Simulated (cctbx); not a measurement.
## HoTiIn across an absorption edge

Space group Cmcm (no. 63), a = 4.2380 Å, b = 10.7540 Å, c = 5.9690 Å, α = 90.00°, β = 90.00°, γ = 90.00°.

| atom | mult. | x | y | z | Ueq (Å²) |
| --- | --- | --- | --- | --- | --- |
| Ho1 | 4 | 1/2 | 0.1919 | 1/4 | 0.0035 |
| In1 | 4 | 0 | 0 | 0 | 0.0047 |
| Ti1 | 4 | 0 | 0.3917 | 1/4 | 0.0065 |

The model was made for the exercise: a known structure type with other elements put in, its volume estimated, not relaxed; displacement parameters are assumed.

Calculated with cctbx: free-atom f′ and f″ from the Sasaki tables, no fine structure; amplitudes in electrons.

| E (eV) | F 0 4 0 | F 1 3 2 | F 0 2 0 | F 1 1 1 |
| --- | --- | --- | --- | --- |
| 7471 | 122.2 | 36.8 | 38.4 | 144.5 |
| 7821 | 121.2 | 30.0 | 43.9 | 137.2 |
| 7951 | 120.4 | 24.5 | 48.4 | 131.3 |
| 8011 | 119.7 | 19.5 | 52.7 | 125.9 |
| 8041 | 119.1 | 14.5 | 56.9 | 120.4 |
| 8056 | 118.4 | 9.6 | 61.2 | 115.0 |
| 8063 | 117.9 | 5.7 | 65.0 | 110.2 |
| 8067 | 117.3 | 3.6 | 69.0 | 105.1 |
| 8075 | 117.4 | 20.7 | 70.9 | 108.0 |
| 8079 | 118.1 | 20.7 | 65.9 | 114.0 |
| 8086 | 118.8 | 22.1 | 61.5 | 119.3 |
| 8101 | 119.4 | 24.6 | 56.9 | 124.9 |
| 8131 | 120.1 | 27.9 | 52.3 | 130.4 |
| 8221 | 120.9 | 32.7 | 46.4 | 137.2 |
| 8471 | 121.4 | 37.0 | 41.4 | 142.8 |

**Question.** Which edge is crossed, and why do the reflections move as they do?

The L3 edge of Ho. The edge is at 8071 eV. f′ of Ho falls from -11.9 e at 7951 eV to -19.0 e at 4 eV below it, and f″ steps from 3.69 to 10.57 e across it. Over that approach |F| changes by -3 % (0 4 0), -85 % (1 3 2), +43 % (0 2 0) and -20 % (1 1 1): a reflection falls where Ho scatters in phase with the total and rises where it scatters against it; it hardly moves where the Ho term is small or cancels by symmetry. Above the edge the larger f″ enters the imaginary part, where it can add to or cancel the other atoms' f″. The structure is centrosymmetric, so Friedel mates stay equal.
